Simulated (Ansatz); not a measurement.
Planning a GW calculation on Sr2SiS4 (P2_1/m).

Symmetry: P2_1/m, No. 11, monoclinic system. The conventional cell has a = 6.609 Å, b = 6.660 Å, c = 8.262 Å, α = 90.00°, β = 108.22°, γ = 90.00°. Sr has 9 S at 2.96 to 3.80 Å and 4 Si at 3.51 to 3.93 Å nearest. Nearest to Sr lie 8 S at 3.04 to 3.46 Å and 3 Si at 3.71 to 3.89 Å. Si has 4 S at 2.12 to 2.13 Å and 7 Sr at 3.51 to 3.93 Å nearest. Nearest to S lie 1 Si at 2.12 Å and 5 Sr at 3.03 to 3.80 Å. Nearest to S lie 1 Si at 2.13 Å and 4 Sr at 2.96 to 3.46 Å. S has 1 Si at 2.12 Å and 4 Sr at 3.01 to 3.13 Å nearest. Farther neighbours and most contacts between anions are not listed.

```yaml
crystal:
  lattice:
    - [6.60874, 0.00000, 0.00000]
    - [0.00000, 6.65954, 0.00000]
    - [-2.58275, 0.00000, 7.84823]
  atoms:
    - { symbol: Sr, position: [0.28367, 0.75000, 0.95181] }
    - { symbol: Sr, position: [0.71633, 0.25000, 0.04819] }
    - { symbol: Sr, position: [0.22483, 0.75000, 0.42926] }
    - { symbol: Sr, position: [0.77517, 0.25000, 0.57074] }
    - { symbol: Si, position: [0.72130, 0.75000, 0.79685] }
    - { symbol: Si, position: [0.27870, 0.25000, 0.20315] }
    - { symbol: S, position: [0.88645, 0.75000, 0.06158] }
    - { symbol: S, position: [0.11355, 0.25000, 0.93842] }
    - { symbol: S, position: [0.91690, 0.75000, 0.63567] }
    - { symbol: S, position: [0.08310, 0.25000, 0.36433] }
    - { symbol: S, position: [0.51038, 0.50197, 0.73725] }
    - { symbol: S, position: [0.48962, 0.00197, 0.26275] }
    - { symbol: S, position: [0.48962, 0.49803, 0.26275] }
    - { symbol: S, position: [0.51038, 0.99803, 0.73725] }
```

The cell and positions are those that the Materials Project relaxed with its own functionals (PBE, PBE+U or r2SCAN), kept fixed. PAW set soft_2, made with PBE.

Runs so far (Ansatz 0.2.0, start r2SCAN, default PAW files, 2×2×2 mesh). Times are wall times on 1 × NVIDIA GB200 (shared by 2 runs) with 24 threads of Arm Neoverse V2, shared host, good to a factor of about two.

```csv
bands summed,cutoff (eV),gap on the mesh (eV),time
196,33,4.494,4.1 s
468,66,4.533,5.5 s
```

**Question.** What should the next rung give, with 952 bands and screening to 110 eV, and where is the limit?

The error falls about as one over the bands when the cutoff rises with them. A line through the two highest rungs given predicts 4.548 eV; the run gave 4.655 eV, a miss of 0.107 eV, so the law fails here: the steps don't follow it yet. The two highest rungs put the limit near 4.773 eV, the pair below near 4.562 eV; neither can be trusted until a further rung is run.

Gaps are over the mesh's points; an edge off the mesh would be missed. Limits: not at the basis limit; no spin-orbit coupling; coarse k mesh.

[Paths, hosts, dates, memory and timing lines, banners, echoed tables and standing remarks are left out of the program output.]

[Logs are printed without paths, hosts, clocks, repeated set-up lines and the standing remarks that a program may print on its own settings, such as how far it seeks lower states.]

[Runs of the session that timed out or met a known fault of the program may be left out.]

[Cells called generated may have been cut or substituted from an entry of the Crystallography Open Database or the Materials Project.]

[Hosts, paths, dates, database ids (printed as entryN), source tags and the programs' standing remarks are cut or masked in the printed files.]
